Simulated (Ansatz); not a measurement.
# SrCaCl2F2 (P4mm): refractive index against wavelength

The refractive index of SrCaCl2F2 (P4mm) along x below the direct gap (5.75 eV on the mesh) is read from one computed spectrum, n = √(Re ε). x, y and z are the Cartesian axes of the input cell.

Cell: a, b, c = 4.045, 4.045, 6.992 Å (primitive vectors), 6 atoms.

Method: Ansatz 0.2.0, PBE, independent particles, k-mesh 6×6×4 with interpolation inside its cells, Gaussian parameter 0.1 eV.

Launch of the response step: `ansatz run input.yaml --threads 2 --pin off --max-ram 5120MiB --backend cpu --events-out ev --progress --plain --runs-dir out`. The run took 2.7 min, on 2 threads of Arm Neoverse V1, with other jobs on the host.

| wavelength (nm) | photon energy E (eV) | n |
| --- | --- | --- |
| 700 | 1.771 | 1.8090 |
| 633 | 1.959 | 1.8141 |
| 532 | 2.331 | ? |
| 450 | 2.755 | 1.8426 |
| 405 | 3.061 | 1.8573 |
| 365 | 3.397 | 1.8764 |
| 308 | 4.025 | 1.9226 |

In the single-oscillator model n² − 1 = E₀E_d/(E₀² − E²), so 1/(n² − 1) = E₀/E_d − E²/(E₀E_d) is linear in E².

Working, on the rows shown:

| x = E² (eV²) | y = 1/(n² − 1) |
| --- | --- |
| 3.13716 | 0.440048 |
| 3.83641 | 0.436498 |
| 7.59115 | 0.417506 |
| 9.37179 | 0.408236 |
| 11.5384 | 0.396687 |
| 16.2043 | 0.370866 |

Means: x̄ = 8.6132, ȳ = 0.41164. Σ(x − x̄)(y − ȳ) = -0.6361, Σ(x − x̄)² = 120.6. Slope = -0.6361 / 120.6 = -0.005275; intercept = ȳ − slope · x̄ = 0.45707. Turned back into n, the line misses the rows shown by at most 0.0014.

Task: What does the fit predict for the withheld row, and how well does it do?

Result: At x = 5.4314 the line gives y = 0.42842, that is 1.8260. The run gave 1.8258, so the interpolation is off by 0.00016, 0.1 % of the range in the table.

Refitted with all rows, the slope is -0.005277 and the intercept 0.45711. These give E₀ = √(intercept/−slope) = 9.31 eV and E_d = E₀/intercept = 20.4 eV; E₀ is 1.6 times the direct gap. The electronic limit at long wavelengths, without lattice vibrations, is n = √(1 + 1/intercept) = 1.785. The structure is a model and need not exist. Excitons are left out and so are local fields; PBE gaps are as a rule too small. Spin-orbit coupling is left out.
